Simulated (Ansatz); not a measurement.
# Ag2IBr (model structure): optical spectrum from first principles, part 2 of 3

What colour and refractive index does Ag2IBr (model structure) have at this level of theory? The structure is a model built here, which may or may not match a known phase. It was built so: 1 of the 2 Br atoms of the cell replaced by I in the P2_1/m structure of AgBr.

Ansatz 0.2.0; DFT, PBE, plane-wave PAW, default files, scalar-relativistic, independent-particle optical response without local fields.

So far: The starting structure; Relaxation. The relaxed cell has a, b, c = 4.279, 5.937, 4.277 Å (conventional setting).

**3. Ground state and bands**

The self-consistent density comes first; it also tells whether there is a gap, which decides the occupations and the need for a Drude term.

This step: DFT, PBE, plane-wave PAW, default files, scalar-relativistic, ground state (Ansatz 0.2.0).

Contents of input.yaml:

```yaml
crystal:
  lattice:
    - [4.2764558239, 0.0, 0.0433805335]
    - [0.0, 4.2789642633, 0.0]
    - [-0.0601873055, 0.0, 5.9367543962]
  atoms:
    - { symbol: I, position: [0.7489915793, 0.75, 0.2500052593] }
    - { symbol: Ag, position: [0.2491011036, 0.25, 0.2499978323] }
    - { symbol: Ag, position: [0.752160786, 0.75, 0.7500008509] }
    - { symbol: Br, position: [0.2497465311, 0.25, 0.7499960576] }
kpoints:
  mp_grid: { grid: [5, 5, 4] }
  band_path:
    path:
      - [[0.0, 0.0, 0.0], [0.5, 0.0, 0.0], [0.5, -0.5, 0.0], [0.0, -0.5, 0.0], [0.0, 0.0, 0.0], [0.0, 0.0, -0.5], [0.5, 0.0, -0.5], [0.5, -0.5, -0.5], [0.0, -0.5, -0.5], [0.0, 0.0, -0.5]]
      - [[0.0, -0.5, 0.0], [0.0, -0.5, -0.5]]
      - [[0.5, 0.0, -0.5], [0.5, 0.0, 0.0]]
      - [[0.5, -0.5, 0.0], [0.5, -0.5, -0.5]]
    npoints: 5
scf:
  occupations: { method: fermi_dirac, width: 0.05 }
  n_extra_bands: 8
hamiltonian:
  xc: pbe
  pseudopotentials: { kind: paw }
output:
  forces: true
  stress: true
  populations: true
  write_bands: true
  write_density: true
  write_potential: true
  elf: true
  volumetric_format: npy
```

The run is started by

```console
$ ansatz run input.yaml --threads 4 --pin off --max-ram 8192MiB --backend cpu --events-out ev --progress --plain --runs-dir out
```

Numbers of over 12 decimals in the logs are rounded to 6 here.

The log of the run:

```text
Warning: 2 symmetry operations that the atoms keep within the bar at which the run's group was sought (crystal.symmetry.tolerance 1.0e-5, or twice it) were not taken beside the 2 unitary ones that the detection took (of a slab, those that keep its plane). If the more symmetric cell is meant, write the vectors of crystal.lattice to more decimals, or, with the positions in fractional coordinates, give it by lengths and [...]
[...]
Crystal: 4 atoms, lattice volume = 108.647 Å³
Basis set: ecut = 420 eV, 2119 PW (Γ), exchange–correlation on 60×60×80 points (8 copies of the dense FFT grid, shifted against one another)
Bands: 39, of which v1, the nominal top of the filled ones, is band 31 counted from 1 (30 counted from 0)
Symmetry: 2 space group operations
[...]
k-points: 33 of 100 (time reversal used)
[...]
SCF iter   1: F=—  HF=-25478.166590 eV  |F-HF|=—  |Δ(HF+E_count)|=         —  Δρ=6.04e-4  dr2=5.13e-4  ethr=1.77e-3  ⟨swp⟩=7.7  Hψ=5771  notcnv=0  defer=15
[...]
SCF iter   6: F=-25478.167414 eV  HF=-25478.167414 eV  |F-HF|=5.45e-9  |Δ(HF+E_count)|=   4.83e-7  Δρ=6.18e-6  dr2=4.60e-8  ethr=1.61e-10  ⟨swp⟩=13.5  Hψ=10832  notcnv=0
SCF 1 converged in 6 iterations: F = -25478.167414 eV  dr2 = 4.60e-8
[...]
NSCF: frozen V_eff on 64 k-points
SCF converged after 6 iterations
Free energy (F): -25478.167414 eV
[...]
Internal energy: -25478.167385 eV  (E = F + TS)
E sigma→0 (E₀):  -25478.167400 eV
Entropy (-TS):   -0.000029 eV (-0.007 meV/atom)
Fermi energy:    8.621310 eV
[...]
--- Forces (eV/Å), atoms counted from 1 ---
  atom   1  I      0.00043441     0.00000000    -0.00011018
  atom   2  Ag     0.00052504     0.00000000    -0.00000764
  atom   3  Ag    -0.00105491     0.00000000     0.00003941
  atom   4  Br     0.00009495     0.00000000     0.00007867
  max |Σ_I F_I| component: 5.14e-7 eV/Å
--- Stress (GPa, compression-positive) ---
        0.005336       0.000000      -0.000019
        0.000000      -0.004250      -0.000000
       -0.000019      -0.000000       0.002306
  P = ⅓ Tr σ = 0.0011 GPa (0.011 kbar)
--- Band table (eV; the first three rows and the last of 33) ---
  k-point 0: bands = [... 27 lower, 5.6783, 6.5641, 6.6670, 6.6699, 8.9416, 9.3430, 14.3233, 17.0900, ... 4 higher]
  k-point 1: bands = [... 27 lower, 6.1217, 6.5014, 6.6736, 6.6768, 9.9031, 10.2076, 14.4774, 15.8984, ... 4 higher]
  k-point 2: bands = [... 27 lower, 6.3972, 6.4795, 6.6319, 6.6350, 11.0009, 11.6068, 14.3074, 14.5512, ... 4 higher]
  k-point 32: bands = [... 27 lower, 5.9879, 6.0363, 6.6335, 6.8397, 10.1942, 10.8101, 14.3223, 14.6172, ... 4 higher]
--- Löwdin populations: 4 sites ---
  site symbol       q [e]
     0      I     17.3071
     1     Ag     18.5248
     2     Ag     18.5064
     3     Br      7.4742
  spilling = 0.003026 (of n_electrons = 62.000000)
```

It took 6.1 s on 4 threads of Arm Neoverse V2, shared host; peak memory 0.51 GiB; 24 s of CPU time.

The column dr2 measures how far the density is from self-consistency, as an energy; F and HF (Harris–Foulkes) agree once it is small.

Numbers from this step:

| Property | Result |
| --- | --- |
| free energy | -25478.1674 eV |
| Fermi energy | 8.621 eV |
| gap by band count | 0.7451 eV |
| electrons | 62 |
| symmetry operations | 2 |
| pressure | 0.001131 GPa |
| volume | 108.6 Å³ |
| gap on the path | 0.5675 eV |
| least direct gap on the path | 2.272 eV |

There is a gap, 0.57 eV on the path, so no carriers' term is needed. The cell is left with a pressure of 0.0 GPa after its relaxation.

The electronic bands at the labelled points (eV, zero at the Fermi level; v1 is the highest filled band, c1 the lowest empty one):

```csv
point,v4,v3,v2,v1,c1,c2,c3,c4
Γ,-2.94,-2.06,-1.95,-1.95,0.32,0.72,5.70,8.47
0.40 of the way,-2.49,-2.08,-2.04,-1.33,1.34,1.87,5.91,6.99
X,-2.48,-2.36,-0.97,-0.40,3.50,4.27,4.29,4.64
0.60 of the way,-2.70,-2.62,-2.10,-2.06,1.38,1.72,5.93,6.24
S,-2.91,-2.89,-2.86,-2.85,0.41,0.97,5.86,5.87
0.60 of the way,-2.59,-2.48,-1.61,-1.38,2.41,2.47,5.63,5.87
Y,-2.48,-2.36,-0.97,-0.40,3.50,4.27,4.29,4.64
0.40 of the way,-2.59,-2.14,-1.53,-0.88,2.13,2.76,5.75,6.01
Γ,-2.94,-2.06,-1.95,-1.95,0.32,0.72,5.70,8.47
0.40 of the way,-2.61,-2.11,-1.95,-1.94,1.04,1.24,5.80,7.69
Z,-2.22,-2.14,-1.99,-1.99,2.38,2.98,5.69,5.93
0.40 of the way,-1.74,-1.38,-1.25,-1.12,3.01,3.36,4.90,5.19
U,-0.88,-0.63,-0.39,-0.25,2.79,3.46,5.27,5.35
0.60 of the way,-2.11,-1.97,-1.50,-1.27,2.83,3.87,4.45,5.35
R,-2.75,-2.75,-2.33,-1.95,2.41,3.61,5.96,6.12
0.40 of the way,-2.11,-1.97,-1.50,-1.27,2.83,3.87,4.45,5.35
T,-0.88,-0.63,-0.39,-0.25,2.79,3.46,5.27,5.34
0.40 of the way,-1.33,-0.86,-0.85,-0.82,3.35,3.40,4.67,4.93
Z,-2.22,-2.14,-1.99,-1.99,2.38,2.98,5.69,5.93
jump to Y,-2.48,-2.36,-0.97,-0.40,3.50,4.27,4.29,4.64
0.60 of the way,-1.19,-0.92,-0.91,-0.30,3.32,3.71,4.16,4.91
T,-0.88,-0.63,-0.39,-0.25,2.79,3.46,5.27,5.34
jump to U,-0.88,-0.63,-0.39,-0.25,2.79,3.46,5.27,5.35
0.60 of the way,-1.69,-1.44,-0.94,-0.35,3.76,3.81,3.99,4.61
X,-2.48,-2.36,-0.97,-0.40,3.50,4.27,4.29,4.64
jump to S,-2.91,-2.89,-2.86,-2.85,0.41,0.97,5.86,5.87
```

Electrostatic potential energy in the ac plane at fractional y = 0.250, with atoms of Ag and Br within 0.2 Å of it. With pseudopotentials it is smooth inside the atoms' cores, unlike the true potential.

Ten even steps from '0' (-59 eV) to '9' (13 eV), each cell a mean:
```
99999999999999
99877899999999
97422589999999
85000269999999
84000059999999
85000279999999
97423689999999
99888999999999
99999999999999
99999999999999
99888999999999
98766789999999
86544579999999
86433469999999
86433469999999
87544579999999
98766789999999
99988999999999
99999999999999
```
Atoms in or near the plane, at fractional coordinates: Ag at (0.25, 0.25), Br at (0.25, 0.75).

Valence density in the ac plane at fractional y = 0.250, with atoms of Ag and Br within 0.2 Å of it. It is the smooth field of the valence electrons, not physical close to the nuclei.

Ten steps, logarithmic in the rise over the least value, from '_' (0 e/Å³) to '@' (17 e/Å³), each cell a mean:
```
__....::::....______________
..::------::::..____________
::--========--..__________..
::====----==--::..________..
--==--::::====::..________..
::====----==--::..________..
::--======----..__________..
..::::----::..______________
__....::::....______________
____........________________
__..::::::::..______________
..::==++++==::..____________
::++##%%%%**==..__________..
--**%%@@@@%%++::..________..
--**%%@@@@%%++::__________..
::==##%%%%**==..____________
..::==++++--::______________
__..::::::....______________
____........________________
```
Atoms in or near the plane, at fractional coordinates: Ag at (0.25, 0.25), Br at (0.25, 0.75).

**4. Spectrum**

With the density converged, the vertical transitions are summed over the zone.

This step: DFT, PBE, plane-wave PAW, default files, scalar-relativistic, independent-particle optical response without local fields (Ansatz 0.2.0).

input.yaml, the sections that differ from step 3:

```yaml
kpoints:
  mp_grid: { grid: [5, 5, 4] }
scf:
  occupations: { method: fixed }
output:
  optics:
    e_range: [0, 22]
    de: 0.05
    sigma: 0.1
    nscf_kmesh: { grid: [8, 8, 6] }
    bands: { spectra_wanted_up_to: 22 }
# crystal, hamiltonian: as in step 3
```

The log of the run:

```text
[...]
Crystal: 4 atoms, lattice volume = 108.647 Å³
Basis set: ecut = 420 eV, 2119 PW (Γ)
Bands: 38, of which v1, the nominal top of the filled ones, is band 31 counted from 1 (30 counted from 0)
Symmetry: 2 space group operations
[...]
k-points: 33 of 100 (time reversal used)
[...]
SCF iter   1: F=—  HF=-25478.166551 eV  |F-HF|=—  |Δ(HF+E_count)|=         —  Δρ=6.05e-4  dr2=5.20e-4  ethr=1.77e-3  ⟨swp⟩=5.2  Hψ=4197  notcnv=0  defer=165
[...]
SCF iter  10: F=-25478.167464 eV  HF=-25478.167464 eV  |F-HF|=7.28e-12  |Δ(HF+E_count)|=  8.73e-11  Δρ=7.98e-8  dr2=8.62e-12  ethr=1.00e-12  ⟨swp⟩=9.9  Hψ=6425  notcnv=0
SCF 1 converged in 10 iterations: F = -25478.167464 eV  dr2 = 8.62e-12
[...]
output.optics: what the bands over the 91 summed would add to eps1, eps2 and the energy-loss function is held between a lower and an upper bound (7 Lanczos steps). eps1, eps2 and their loss function (loss_summed_bands) are given on every row as the summed bands alone make them. Along an axis, on a row where the two bounds hold the loss function to about 1 % of the greater of itself and 0.5 % of |1/eps|, its cell (loss_completed) is given, with the completed eps1 and eps2 that it is formed of (a cell that is left empty reads nan in the table and null in the record). The two bounds hold it so along every axis on all 441 rows up to 22.000 eV. [rest of the remark cut]
SCF converged after 10 iterations
Free energy (F): -25478.167464 eV
[...]
Internal energy: -25478.167464 eV  (E = F + TS)
E sigma→0 (E₀):  -25478.167464 eV
Fermi energy:    8.196589 eV
[...]
--- Band table (eV; the first three rows and the last of 33) ---
  k-point 0: bands = [... 27 lower, 5.6783, 6.5642, 6.6671, 6.6700, 8.9417, 9.3430, 14.3232, 17.0899, ... 3 higher]
  k-point 1: bands = [... 27 lower, 6.1217, 6.5013, 6.6736, 6.6768, 9.9031, 10.2076, 14.4773, 15.8984, ... 3 higher]
  k-point 2: bands = [... 27 lower, 6.3973, 6.4794, 6.6319, 6.6350, 11.0010, 11.6068, 14.3074, 14.5511, ... 3 higher]
  k-point 32: bands = [... 27 lower, 5.9879, 6.0363, 6.6335, 6.8398, 10.1942, 10.8101, 14.3222, 14.6171, ... 3 higher]
```

Wall time 3.2 min (4 threads); peak memory 3.1 GiB; 13 min of CPU time.

Read-outs, printed or worked out from the files:

- electronic dielectric constant ε∞, mean over x, y and z (by symmetry where fewer were run): 6.952
- absorption onset, first axis (α over 10⁴ cm⁻¹, or the direct gap if that lies higher): 2.279 eV
- main peak of Im epsilon, first axis: 4.102 eV
- photocurrent from vertical transitions in a film 500 nm thick on a perfect mirror (two passes), AM1.5G, no front reflection, all carriers collected: 8.934 mA/cm²
- least direct gap on the mesh: 2.272 eV
- bands summed: 91
- spectra valid up to: 32.21 eV
- program's estimate of the k-sum error in Im epsilon: 0.05 %
- electrons in the f-sum: 39.36

The Im ε has structure finer than the step of the table below, so its rows give means over 1 eV, whole bins alone (the curve runs from 0 to 22 eV). Peaks (eV: height): E ∥ x or y 4.1: 17.0; E ∥ z 4.0: 17.3.

The Im ε by photon energy; means over each step:

```csv
photon energy (eV),E ∥ x or y,E ∥ z
1,0,0
2,0.154,0.114
3,2.70,2.78
4,13.5,13.8
5,6.06,6.68
6,4.28,3.94
7,4.15,4.27
8,4.37,4.75
9,3.60,3.70
10,3.30,3.11
11,2.10,2.07
12,1.20,1.19
13,0.957,0.938
14,1.03,0.990
15,1.04,1.03
16,1.02,1.00
17,1.01,0.923
18,0.922,0.905
19,0.674,0.677
20,0.585,0.606
21,0.518,0.517
```

Re ε against photon energy:

```csv
photon energy (eV),E ∥ x or y,E ∥ z
0,6.91,7.04
1,7.19,7.33
2,8.44,8.61
3,11.7,11.6
4,7.86,8.03
5,0.223,-0.465
6,0.971,1.19
7,1.54,1.78
8,0.887,1.19
9,0.0425,-0.647
10,-0.416,-0.434
11,-0.894,-0.946
12,-0.551,-0.690
13,0.201,0.115
14,0.384,0.405
15,0.457,0.459
16,0.517,0.469
17,0.397,0.354
18,0.381,0.415
19,0.351,0.413
20,0.495,0.428
21,0.543,0.518
22,0.625,0.613
```

The reflectivity at normal incidence has structure finer than the step of the table below, so its rows give means over 0.5 eV, whole bins alone (the curve runs from 0 to 22 eV). Peaks (eV: height): E ∥ x or y 4.35: 49.6, 10.55: 34.5; E ∥ z 4.65: 48.6, 8.70: 38.9, 11.20: 35.7.

The reflectivity at normal incidence by photon energy; means over each step:

```csv
photon energy (eV),E ∥ x or y (%),E ∥ z (%)
0.5,20.3,20.7
1.0,20.9,21.2
1.5,21.9,22.3
2.0,23.9,24.3
2.5,27.0,27.8
3.0,30.9,30.7
3.5,37.8,38.0
4.0,45.5,45.9
4.5,46.3,47.6
5.0,32.3,36.4
5.5,28.2,29.7
6.0,24.2,22.1
6.5,21.8,21.4
7.0,21.9,21.9
7.5,24.2,24.8
8.0,25.1,24.7
8.5,28.3,33.7
9.0,26.1,30.0
9.5,25.5,27.5
10.0,28.9,28.9
10.5,33.3,32.9
11.0,33.3,34.7
11.5,32.7,32.5
12.0,30.2,32.0
12.5,20.7,21.8
13.0,13.2,14.5
13.5,10.9,11.5
14.0,9.84,9.49
14.5,9.48,9.56
15.0,9.05,9.09
15.5,8.75,9.35
16.0,7.90,8.20
16.5,9.14,9.69
17.0,9.34,9.30
17.5,8.91,7.66
18.0,9.97,9.44
18.5,10.2,9.75
19.0,8.32,7.00
19.5,6.53,6.67
20.0,5.18,6.31
20.5,5.22,5.09
21.0,4.19,4.56
21.5,3.52,3.65
```

Values under 1 per cm are given as 1. Table of absorption coefficient by photon energy:

```csv
photon energy (eV),E ∥ x or y (1/cm),E ∥ z (1/cm)
0.00,1,1
1.00,1,1
2.00,1,1
3.00,84834,1.0e5
4.00,9.2e5,9.5e5
5.00,8.2e5,9.1e5
6.00,8.0e5,7.2e5
7.00,8.4e5,8.3e5
8.00,1.1e6,1.1e6
9.00,1.2e6,1.2e6
10.00,1.5e6,1.4e6
11.00,1.4e6,1.4e6
12.00,1.2e6,1.2e6
13.00,8.2e5,8.5e5
14.00,8.5e5,8.2e5
15.00,8.8e5,8.6e5
16.00,8.9e5,8.7e5
17.00,9.7e5,9.4e5
18.00,1.1e6,1.1e6
19.00,8.7e5,8.3e5
20.00,7.2e5,7.9e5
21.00,6.7e5,6.9e5
22.00,6.4e5,6.2e5
```

Table of loss function −Im 1/ε at q → 0 by energy loss; read off at these points:

```csv
energy loss (eV),E ∥ x or y,E ∥ z
2.00,0,0
2.50,0.00902,0.00954
3.00,0.0136,0.0163
3.50,0.0273,0.0255
4.00,0.0495,0.0477
4.50,0.0978,0.0848
5.00,0.185,0.165
5.50,0.202,0.222
6.00,0.222,0.237
6.50,0.228,0.215
7.00,0.215,0.204
7.50,0.210,0.202
8.00,0.222,0.210
8.50,0.227,0.176
9.00,0.293,0.316
9.50,0.304,0.289
10.00,0.267,0.312
10.50,0.311,0.333
11.00,0.398,0.405
11.50,0.516,0.513
12.00,0.703,0.624
12.50,1.04,1.09
12.70,1.09,1.08
13.00,1.00,1.05
13.50,0.907,0.966
14.00,0.851,0.869
14.50,0.808,0.822
15.00,0.811,0.823
15.50,0.827,0.859
16.00,0.791,0.853
16.50,0.713,0.787
17.00,0.893,0.975
17.50,0.865,0.848
18.00,0.883,0.853
18.50,1.12,1.14
18.65,1.15,1.21
18.80,1.20,1.11
19.00,1.17,1.08
19.50,1.09,1.01
20.00,1.00,1.10
20.50,1.01,0.991
20.60,1.02,0.985
21.00,0.919,0.964
21.50,0.828,0.864
22.00,0.775,0.782
```

From ε follow the optical constants at some laser and lamp lines:

```csv
wavelength (nm),n xy,k xy,R (%) xy,1/α xy,n z,k z,R (%) z,1/α z
1550,2.66,0.000,20.6,over 1 mm,2.69,0.000,20.9,over 1 mm
633,2.89,0.000,23.6,over 1 mm,2.92,0.000,24.0,over 1 mm
532,3.10,0.074,26.3,569 nm,3.15,0.033,26.9,1.3 µm
405,3.50,0.299,31.2,108 nm,3.47,0.350,31.0,92 nm
365,3.86,0.754,36.1,39 nm,3.90,0.690,36.3,42 nm
308,3.56,2.337,45.8,10 nm,3.60,2.404,46.6,10 nm
248,1.68,1.611,31.3,12 nm,1.67,1.803,35.7,11 nm
```

Rows near the edge hang on the gap, which this functional as a rule makes too small, and phonon-assisted absorption is left out.

Through 1 µm of it, D65 light comes out yellow (x = 0.533, y = 0.459; 36 % transmitted). A larger true gap would move the edge to shorter wavelengths and change the colour.

The f-sum over the summed bands holds 39.4 of the cell's 62 electrons outside the frozen cores, 30 of which lie in bands more than 12 eV below the Fermi level, whose transitions come at higher energies. Up to 22 eV the strength has a mean oscillator energy of 6.9 eV, well above the main peak, so higher transitions carry much of it.

(Part 2 of 3 ends here.)

[Logs are printed without paths, hosts, clocks, repeated set-up lines and the standing remarks that a program may print on its own settings, such as how far it seeks lower states.]

[Hosts, paths, dates, database ids (printed as entryN), source tags and the programs' standing remarks are cut or masked in the printed files.]
